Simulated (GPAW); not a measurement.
# The basis that the transmission of a carbon nanotube (3, 3); one C replaced by B needs, part 2 of 2

Aim: T(E), conductance and thermopower of a carbon nanotube (3, 3); one C replaced by B, and what cheaper settings cost in accuracy.

GPAW 26.7.0; GPAW LCAO, PAW setups; Landauer transmission from Green's functions with principal layers (ASE), zero bias.

So far, transmission at the Fermi level (one spin): step 2 (single-zeta polarised basis) 1.90.

### 3. GPAW, sz, basis sz(dzp)

One function for each valence shell of the setup, as for a first survey of a large system.

File run.py:

```python
import json
import numpy as np
from ase import Atoms
from ase.transport.calculators import TransportCalculator
from gpaw import GPAW, FermiDirac
from gpaw.lcao.tools import get_lcao_hamiltonian
from scipy.linalg import eigh

# The junction with lead layers at both ends, along the third cell vector
device = Atoms(
    ['C', 'C', 'C', 'C', 'C', 'C', 'C', 'C', 'C', 'C', 'C', 'C', 'C', 'C', 'C', 'C', 'C', 'C', 'C', 'C', 'C', 'C', 'C', 'C', 'C', 'C', 'C', 'C', 'C', 'C', 'C', 'C', 'C', 'C', 'C', 'C', 'C', 'C', 'C', 'C', 'C', 'C', 'C', 'C', 'C', 'C', 'C', 'C', 'C', 'C', 'C', 'C', 'C', 'C', 'C', 'C', 'C', 'C', 'C', 'C', 'C', 'C', 'C', 'C', 'C', 'C', 'B', 'C', 'C', 'C', 'C', 'C', 'C', 'C', 'C', 'C', 'C', 'C', 'C', 'C', 'C', 'C', 'C', 'C', 'C', 'C', 'C', 'C', 'C', 'C', 'C', 'C', 'C', 'C', 'C', 'C', 'C', 'C', 'C', 'C', 'C', 'C', 'C', 'C', 'C', 'C', 'C', 'C', 'C', 'C', 'C', 'C', 'C', 'C', 'C', 'C', 'C', 'C', 'C', 'C', 'C', 'C', 'C', 'C', 'C', 'C', 'C', 'C', 'C', 'C', 'C', 'C', 'C', 'C', 'C', 'C', 'C', 'C', 'C', 'C', 'C', 'C', 'C', 'C'],
    positions=[
        [4.12267, 6.72967, 0.61488],
        [5.01700, 7.79550, 0.61488],
        [5.01700, 4.27250, 0.61488],
        [6.38720, 4.03090, 0.61488],
        [7.59213, 7.34143, 0.61488],
        [8.06800, 6.03400, 0.61488],
        [4.00000, 6.03400, 1.84463],
        [4.47587, 4.72657, 1.84463],
        [5.68080, 8.03710, 1.84463],
        [7.05100, 7.79550, 1.84463],
        [7.05100, 4.27250, 1.84463],
        [7.94534, 5.33833, 1.84463],
        [4.12267, 6.72967, 3.07439],
        [5.01700, 7.79550, 3.07439],
        [5.01700, 4.27250, 3.07439],
        [6.38720, 4.03090, 3.07439],
        [7.59213, 7.34143, 3.07439],
        [8.06800, 6.03400, 3.07439],
        [4.00000, 6.03400, 4.30415],
        [4.47587, 4.72657, 4.30415],
        [5.68080, 8.03710, 4.30415],
        [7.05100, 7.79550, 4.30415],
        [7.05100, 4.27250, 4.30415],
        [7.94534, 5.33833, 4.30415],
        [4.12267, 6.72967, 5.53390],
        [5.01700, 7.79550, 5.53390],
        [5.01700, 4.27250, 5.53390],
        [6.38720, 4.03090, 5.53390],
        [7.59213, 7.34143, 5.53390],
        [8.06800, 6.03400, 5.53390],
[... 108 atom lines left out ...]
        [4.00000, 6.03400, 28.89927],
        [4.47587, 4.72657, 28.89927],
        [5.68080, 8.03710, 28.89927],
        [7.05100, 7.79550, 28.89927],
        [7.05100, 4.27250, 28.89927],
        [7.94534, 5.33833, 28.89927]],
    cell=[[12.068, 0.0, 0.0], [0.0, 12.068, 0.0], [0.0, 0.0, 29.51415]],
    pbc=True)

# One principal layer of the lead: the first 36 atoms of the device
lead = Atoms(
    ['C', 'C', 'C', 'C', 'C', 'C', 'C', 'C', 'C', 'C', 'C', 'C', 'C', 'C', 'C', 'C', 'C', 'C', 'C', 'C', 'C', 'C', 'C', 'C', 'C', 'C', 'C', 'C', 'C', 'C', 'C', 'C', 'C', 'C', 'C', 'C'],
    positions=[
        [4.12267, 6.72967, 0.61488],
        [5.01700, 7.79550, 0.61488],
        [5.01700, 4.27250, 0.61488],
        [6.38720, 4.03090, 0.61488],
        [7.59213, 7.34143, 0.61488],
        [8.06800, 6.03400, 0.61488],
        [4.00000, 6.03400, 1.84463],
        [4.47587, 4.72657, 1.84463],
        [5.68080, 8.03710, 1.84463],
        [7.05100, 7.79550, 1.84463],
        [7.05100, 4.27250, 1.84463],
        [7.94534, 5.33833, 1.84463],
        [4.12267, 6.72967, 3.07439],
        [5.01700, 7.79550, 3.07439],
        [5.01700, 4.27250, 3.07439],
        [6.38720, 4.03090, 3.07439],
        [7.59213, 7.34143, 3.07439],
        [8.06800, 6.03400, 3.07439],
        [4.00000, 6.03400, 4.30415],
        [4.47587, 4.72657, 4.30415],
        [5.68080, 8.03710, 4.30415],
        [7.05100, 7.79550, 4.30415],
        [7.05100, 4.27250, 4.30415],
        [7.94534, 5.33833, 4.30415],
        [4.12267, 6.72967, 5.53390],
        [5.01700, 7.79550, 5.53390],
        [5.01700, 4.27250, 5.53390],
        [6.38720, 4.03090, 5.53390],
        [7.59213, 7.34143, 5.53390],
        [8.06800, 6.03400, 5.53390],
        [4.00000, 6.03400, 6.76366],
        [4.47587, 4.72657, 6.76366],
        [5.68080, 8.03710, 6.76366],
        [7.05100, 7.79550, 6.76366],
        [7.05100, 4.27250, 6.76366],
        [7.94534, 5.33833, 6.76366]],
    cell=[[12.068, 0.0, 0.0], [0.0, 12.068, 0.0], [0.0, 0.0, 7.37854]],
    pbc=True)

settings = dict(mode='lcao', basis='sz(dzp)', xc='PBE', h=0.2,
                occupations=FermiDirac(0.1), maxiter=250,
                mixer=dict(beta=0.1, nmaxold=8, weight=100.0),
                convergence=dict(density=0.0001))
energies = np.arange(-3, 3 + 1e-9, 0.075)
eta = 0.0001
n1, n2 = 1, 1
# k and -k transmit alike, so half of the mesh across the current serves
mesh = [(i, j) for i in range(n1) for j in range(n2) if (i, j) <= (-i % n1, -j % n2)]
weights = np.array([1 if (i, j) == (-i % n1, -j % n2) else 2 for i, j in mesh]) / (n1 * n2)


def ground_state(atoms, size, txt):
    atoms.calc = GPAW(kpts={'size': size, 'gamma': True}, symmetry={'tolerance': 1e-3}, txt=txt, **settings)
    atoms.get_potential_energy()
    return atoms.calc.get_fermi_level()


def blocks(atoms, fermi, points, nz, cells):
    """H - E_F S and S between cell 0 and the cells above it, at each point across the current."""
    kz = np.arange(nz) / nz
    calc = atoms.calc.fixed_density(kpts=[(*k, z) for k in points for z in kz], symmetry='off', txt=None)
    H, S = get_lcao_hamiltonian(calc)
    H = (H - fermi * S).reshape(len(H), len(points), nz, *S.shape[1:])
    S = S.reshape(H.shape[1:])
    phases = [np.exp(-2j * np.pi * kz * R) / nz for R in cells]
    return [(np.einsum('skzij,z->ksij', H, p), np.einsum('kzij,z->kij', S, p)) for p in phases]


def pair(a, b):
    return np.block([[a, b], [b.T.conj(), a]])


def count_channels(h, s, cells, nk=240):
    """Half the number of times that the lead's bands cross each energy, unfolded to its shortest repeat."""
    b = len(h) // cells
    bands = []
    for k in (np.arange(nk + 1) + 0.5) / nk:
        hk, sk = h[:b, :b].copy(), s[:b, :b].copy()
        for R in range(1, cells):
            phase, block = np.exp(2j * np.pi * k * R), slice(R * b, (R + 1) * b)
            hk += h[:b, block] * phase + (h[:b, block] * phase).T.conj()
            sk += s[:b, block] * phase + (s[:b, block] * phase).T.conj()
        w, u = eigh(sk)
        x = u[:, w > 1e-5] / w[w > 1e-5]**0.5  # drop near-dependent combinations
        bands.append(np.r_[eigh(x.T.conj() @ hk @ x, eigvals_only=True), [1e9] * (w <= 1e-5).sum()])
    below = np.array(bands)[:, :, None] < energies
    return (below[1:] != below[:-1]).sum((0, 1)) / 2


fermi_lead = ground_state(lead, (1, 1, 15), 'lead.txt')
fermi_device = ground_state(device, (1, 1, 3), 'device.txt')
T, channels, eigen, tail, misfit, shifts = [], [], [], 0.0, 0.0, []
for first in range(0, len(mesh), 5):
    points = [(i / n1, j / n2) for i, j in mesh[first:first + 5]]
    (H0k, S0k), (H1k, S1k), (H2k, _) = blocks(lead, fermi_lead, points, 5, range(3))
    [(Hk, Sk)] = blocks(device, fermi_device, points, 2, [0])
    tail = max(tail, abs(H2k).max())
    for H0, S0, H1, S1, H, S in zip(H0k, S0k, H1k, S1k, Hk, Sk):
        n = len(S0)
        # Shift the lead onto the potential of the device's first layer
        shift = ((H[:, 0, 0] - H0[:, 0, 0]) / S0[0, 0]).real.mean()
        shifts.append(shift)
        misfit = max(misfit, abs(H[:, :n, :n] - H0 - shift * S0).max())
        Tk, Ck, Ek = [], [], []
        for s in range(len(H)):
            t = s % len(H0)  # a lead without moments serves both spins
            h1, s1 = pair(H0[t] + shift * S0, H1[t] + shift * S1), pair(S0, S1)
            leads = dict(h1=h1, s1=s1, energies=energies, eta=eta, eta1=eta, eta2=eta)
            calc = TransportCalculator(h=H[s], s=S, eigenchannels=3, **leads)
            Tk.append(calc.get_transmission())
            Ek.append(np.sort(calc.eigenchannels_ne, axis=0)[::-1])
            Ck.append(count_channels(h1, s1, 6))
        T.append(Tk)
        channels.append(Ck)
        eigen.append(Ek)
T, channels = np.array(T), np.array(channels)
mean, open_channels = np.einsum('kse,k->se', T, weights), np.einsum('kse,k->se', channels, weights)

print(f'basis functions: device {len(S)}, principal layer {n}')
print(f'Fermi level: lead {fermi_lead:.4f} eV, device {fermi_device:.4f} eV; lead shifted by {np.mean(shifts):.4f} eV')
print(f'largest coupling past the next layer {tail:.2e} eV, largest misfit of the first layer {misfit:.3f} eV')
print('  E-E_F (eV)   ' + 'T (one spin)  channels')
for e, t, c in zip(energies, mean.T, open_channels.T):
    print(f'{e:10.3f}  ', *[f'{x:11.4e}' for x in t], *[f'{x:9.4f}' for x in c])

kT = 8.617333e-5 * 300
fine = np.linspace(energies[0], energies[-1], 4001)
both = np.exp(np.interp(fine, energies, np.log(np.maximum(mean.sum(0) * 2 / len(mean), 1e-30))))
fermi = lambda mu: 1 / (1 + np.exp(np.clip((fine - mu) / kT, -200, 200)))
slope = fermi(0) * (1 - fermi(0)) / kT
G = np.trapezoid(both * slope, fine) / 2
seebeck = -np.trapezoid(both * slope * fine, fine) / (2 * G * 300) * 1e6
print(f'conductance at 300 K: {G:.5g} G0 a cell; thermopower {seebeck:.4g} uV/K')
bias = [0.1, 0.2, 0.5, 1.0, 1.5, 2.0]
current = [38.74 * np.trapezoid(both * (fermi(V / 2) - fermi(-V / 2)), fine) for V in bias]
for V, I in zip(bias, current):
    print(f'current from the zero-bias T(E) at {V} V: {I:.5g} uA')
zero = abs(energies).argmin()
json.dump(dict(energies=energies.tolist(), T=mean.tolist(), channels=open_channels.tolist(), G=G, seebeck=seebeck,
               bias=bias, current=current, tail=tail, misfit=misfit, shift=np.mean(shifts), n_device=len(S), n_lead=n,
               fermi=[fermi_lead, fermi_device], energy=device.get_potential_energy(),
               moments=device.get_magnetic_moments().tolist(), mesh=mesh, weights=weights.tolist(),
               T_k=T[:, :, zero].tolist(), eigen=np.array(eigen[0]).tolist()), open('result.json', 'w'))
```

Command:

```bash
> OMP_NUM_THREADS=1 OPENBLAS_NUM_THREADS=1 python run.py
```

What it wrote:

```text
basis functions: device 576, principal layer 144
Fermi level: lead -3.6555 eV, device -3.7249 eV; lead shifted by 0.0055 eV
largest coupling past the next layer 3.36e-15 eV, largest misfit of the first layer 0.025 eV
  E-E_F (eV)   T (one spin)  [channel counts left out]
    -3.000    4.3258e+00
    -2.925    4.3559e+00
    -2.850    4.3720e+00
    -2.775    4.3733e+00
    -2.700    4.3592e+00
    -2.625    4.3258e+00
    -2.550    4.2653e+00
    -2.475    4.1599e+00
    -2.400    3.9651e+00
    -2.325    3.5574e+00
    -2.250    2.3814e+00
    -2.175    9.6968e-01
    -2.100    9.5175e-01
    -2.025    8.5754e-01
    -1.950    8.1084e-01
    -1.875    6.2125e-01
[...]
2.475    4.3728e+00
     2.550    4.3958e+00
     2.625    4.4167e+00
     2.700    4.4356e+00
     2.775    4.4528e+00
     2.850    4.4678e+00
     2.925    4.4813e+00
     3.000    4.4933e+00
conductance at 300 K: 1.8886 G0 a cell; thermopower -0.8378 uV/K
current from the zero-bias T(E) at 0.1 V: 14.625 uA
current from the zero-bias T(E) at 0.2 V: 29.215 uA
current from the zero-bias T(E) at 0.5 V: 72.736 uA
current from the zero-bias T(E) at 1.0 V: 143.75 uA
current from the zero-bias T(E) at 1.5 V: 211.28 uA
current from the zero-bias T(E) at 2.0 V: 273.64 uA
```

Run time: 3.8 min. Hardware: 1 thread of Arm Neoverse V1, shared host; peak memory 1.8 GiB.

This step gave:

| Item | Value |
| --- | --- |
| conductance | 1.889 G₀ |
| largest coupling past the next principal layer | 3.36e-15 eV |
| largest misfit of the first principal layer | 0.02488 eV |
| shift that aligns the lead | 0.005529 eV |
| basis functions of the junction | 576 |
| basis functions of a principal layer | 144 |
| transmission at the Fermi level (one spin) | 1.894 |

One spin. Table of transmission, zone mean by energy, zero at the Fermi level:

```
energy (eV)  transmission, zone mean
    -3.0000                     4.33
    -2.7750                     4.37
    -2.4750                     4.16
    -2.2500                     2.38
    -2.0250                    0.858
    -1.7250                   0.0836
    -1.5000                    0.841
    -1.2750                    0.948
    -0.9750                     1.14
    -0.7500                     1.41
    -0.5250                     1.63
    -0.2250                     1.81
     0.0000                     1.89
     0.2250                     1.92
     0.5250                     1.95
     0.7500                     1.96
     0.9750                     1.97
     1.1250                     1.99
     1.2750                     2.57
     1.5000                     3.59
     1.7250                     3.94
     2.0250                     4.18
     2.2500                     4.29
     2.4750                     4.37
     2.7750                     4.45
     3.0000                     4.49
```

Not self-consistent under bias; the bias window is split evenly. Current through one cell, from the zero-bias transmission against bias:

```
bias (V)  current through one cell, from the zero-bias transmission (μA)
   0.100                                                            14.6
   0.200                                                            29.2
   0.500                                                            72.7
   1.000                                                             144
   1.500                                                             211
   2.000                                                             274
```

Transmission of the three most open eigenchannels against energy, zero at the Fermi level:

```
energy (eV)  channel 1  channel 2  channel 3
      -3.00      0.997      0.994      0.970
      -2.85      0.996      0.994      0.968
      -2.70      0.995      0.992      0.972
      -2.55      0.997      0.983      0.964
      -2.33      0.999      0.866      0.831
      -2.17      0.970     3.1e-5     2.3e-6
      -2.02      0.858    6.1e-10    6.2e-11
      -1.88      0.621    1.7e-11    3.4e-12
      -1.73     0.0836    3.8e-11          0
      -1.57      0.738          0          0
      -1.35      0.924    8.7e-12          0
      -1.20      0.957     0.0161          0
      -1.05      0.971     0.0956          0
      -0.90      0.978      0.246          0
      -0.75      0.983      0.424          0
      -0.60      0.986      0.580          0
      -0.38      0.989      0.749          0
      -0.23      0.990      0.824          0
      -0.07      0.991      0.875          0
       0.00      0.989      0.905          0
       0.07      0.993      0.905          0
       0.23      0.993      0.927          0
       0.38      0.994      0.941          0
       0.60      0.994      0.956          0
       0.75      0.995      0.962          0
       0.90      0.996      0.967    2.7e-12
       1.05      0.997      0.977    1.2e-10
       1.20      0.997      0.272      0.199
       1.35      0.996      0.850      0.760
       1.57      0.993      0.954      0.926
       1.73      0.994      0.972      0.953
       1.88      0.995      0.979      0.968
       2.02      0.995      0.982      0.979
       2.17      0.995      0.986      0.985
       2.33      0.995      0.990      0.988
       2.55      0.994      0.994      0.991
       2.70      0.995      0.994      0.992
       2.85      0.996      0.995      0.991
       3.00      0.997      0.995      0.989
```

The transmission at the Fermi level comes to 1.89. The current reaches 274 μA at 2 V, close to what the ratio of current to bias at 0.1 V would give.

### 4. LDA in the szp basis: xc = "LDA"

Back in the szp basis, the functional changes from PBE to LDA, to set the spread between functionals beside that between bases.

run.py, as its differences from that of step 3:

```diff
@@ -95,3 +95,3 @@
 
-settings = dict(mode='lcao', basis='sz(dzp)', xc='PBE', h=0.2,
+settings = dict(mode='lcao', basis='szp(dzp)', xc='LDA', h=0.2,
                 occupations=FermiDirac(0.1), maxiter=250,
```

What it wrote:

```text
basis functions: device 1296, principal layer 324
Fermi level: lead -2.8118 eV, device -2.8834 eV; lead shifted by 0.0074 eV
largest coupling past the next layer 5.56e-15 eV, largest misfit of the first layer 0.031 eV
  E-E_F (eV)   T (one spin)  [channel counts left out]
    -3.000    4.3226e+00
    -2.925    4.3660e+00
    -2.850    4.3948e+00
[...]
2.925    4.5470e+00
     3.000    4.5534e+00
conductance at 300 K: 1.8968 G0 a cell; thermopower -0.8358 uV/K
current from the zero-bias T(E) at 0.1 V: 14.689 uA
current from the zero-bias T(E) at 0.2 V: 29.343 uA
current from the zero-bias T(E) at 0.5 V: 73.037 uA
current from the zero-bias T(E) at 1.0 V: 144.21 uA
current from the zero-bias T(E) at 1.5 V: 211.63 uA
current from the zero-bias T(E) at 2.0 V: 293.74 uA
```

It took 22 min on 1 thread; peak memory 2.4 GiB.

This step gave:

* conductance: 1.897 G₀
* largest coupling past the next principal layer: 5.56e-15 eV
* largest misfit of the first principal layer: 0.03076 eV
* shift that aligns the lead: 0.007363 eV
* basis functions of the junction: 1296
* basis functions of a principal layer: 324
* transmission at the Fermi level (one spin): 1.902

The conductance equals that of the szp run to 0.2 %.

### 5. All levels side by side

Times are for 1 thread of Arm Neoverse V1, shared host. The runs compared:

```
no.      run  conductance (G₀)     time  memory (GiB)
  1      szp             1.895   22 min           2.4
  2       sz             1.889  3.8 min           1.8
  3  szp LDA             1.897   22 min           2.4
```

### 6. Comparison

The curves are compared point by point over the common energies.

This step: comparison of transmission and cost over codes and levels (GPAW 26.7.0).

Ladder, by row:

```
   step  code  T at the Fermi level (sum over the listed spins)  conductance (G0)  r.m.s. T(E) from the first  wall time (s)  peak memory (GiB)  threads
    szp  GPAW                                               1.9             1.895                           0           1336               2.38        1
     sz  GPAW                                             1.894             1.889                      0.6185          228.8               1.75        1
szp-LDA  GPAW                                             1.902             1.897                     0.08256           1296               2.38        1
```

Transmission, zone mean, sum over the listed spins against energy, zero at the Fermi level:

```
energy (eV)    szp      sz  szp-LDA
      -3.00   4.34    4.33     4.32
      -2.85   4.40    4.37     4.39
      -2.70   4.40    4.36     4.41
      -2.55   4.33    4.27     4.36
      -2.33   3.75    3.56     3.92
      -2.17  0.935   0.970    0.999
      -2.02  0.899   0.858    0.886
      -1.88  0.539   0.621    0.682
      -1.73  0.400  0.0836    0.212
      -1.57  0.845   0.738    0.816
      -1.35  0.945   0.924    0.941
      -1.20  0.968   0.973    0.966
      -1.05   1.03    1.07     1.02
      -0.90   1.18    1.22     1.16
      -0.75   1.37    1.41     1.36
      -0.60   1.55    1.57     1.55
      -0.38   1.74    1.74     1.74
      -0.23   1.82    1.81     1.82
      -0.07   1.87    1.87     1.87
       0.00   1.90    1.89     1.90
       0.07   1.91    1.90     1.91
       0.23   1.93    1.92     1.93
       0.38   1.94    1.93     1.94
       0.60   1.96    1.95     1.96
       0.75   1.97    1.96     1.97
       0.90   3.61    1.96     3.49
       1.05   4.46    1.97     4.42
       1.12   4.68    1.99     4.66
       1.20   3.79    1.52     3.84
       1.35   4.11    3.07     4.10
       1.57   4.13    3.73     4.15
       1.73   4.24    3.94     4.25
       1.88   4.31    4.08     4.32
       2.02   4.37    4.18     4.38
       2.17   4.41    4.26     4.42
       2.33   4.45    4.32     4.46
       2.55   4.49    4.40     4.50
       2.70   4.51    4.44     4.52
       2.85   4.53    4.47     4.54
       3.00   4.55    4.49     4.55
```

### 7. Other settings

One more run, with changed settings.

This step: GPAW LCAO, PAW setups; Landauer transmission from Green's functions with principal layers (ASE), zero bias (GPAW 26.7.0).

run.py, as its differences from that of step 4:

```diff
@@ -95,4 +95,4 @@
 
-settings = dict(mode='lcao', basis='szp(dzp)', xc='LDA', h=0.2,
-                occupations=FermiDirac(0.1), maxiter=250,
+settings = dict(mode='lcao', basis='szp(dzp)', xc='PBE0', h=0.2,
+                occupations=FermiDirac(0.1), maxiter=75,
                 mixer=dict(beta=0.1, nmaxold=8, weight=100.0),
```

What it wrote:

```text
gpaw.dft.LegacyGPAWError
```

Run time: 1.1 s. Hardware: 1 thread; peak memory 0.2 GiB.

The input was rejected at the start.

The fault put into the input: an unknown or unserved functional (xc = "PBE0").

### 8. Outcome

| Property | Result |
| --- | --- |
| conductance | 1.90 G₀ |
| transmission at the Fermi level, mean of the spins | 1.90 |
| thermopower | about 0 (under 1.5 μV/K) |

In the szp basis the junction conducts 1.90 G₀ at 300 K, with T = 1.90 a spin at the Fermi level; the sz basis reaches that conductance within 10 %. At the Fermi level two eigenchannels carry the current (0.99 and 0.91). Measured against the first run (szp), the nearest curve is that of szp-LDA (r.m.s. 0.083) and the farthest that of sz (0.62). Over the compared runs wall time goes from 229 s (sz) to 1336 s (szp), on a shared host. The geometry was built from estimated bond lengths and not relaxed, so the numbers describe this model structure. The run had no spin polarisation, so a magnetic state, which chains and small molecules with open shells often have, wasn't tested. The currents use the zero-bias T(E) throughout, which holds only while the bias is small against the distance to the nearest feature. The energy step is wider than the thermal energy, so the conductance and thermopower rest on interpolation of T(E).

[Logs are printed without paths, hosts, clocks, repeated set-up lines and the standing remarks that a program may print on its own settings, such as how far it seeks lower states.]

[Hosts, paths, dates, database ids (printed as entryN), source tags and the programs' standing remarks are cut or masked in the printed files.]
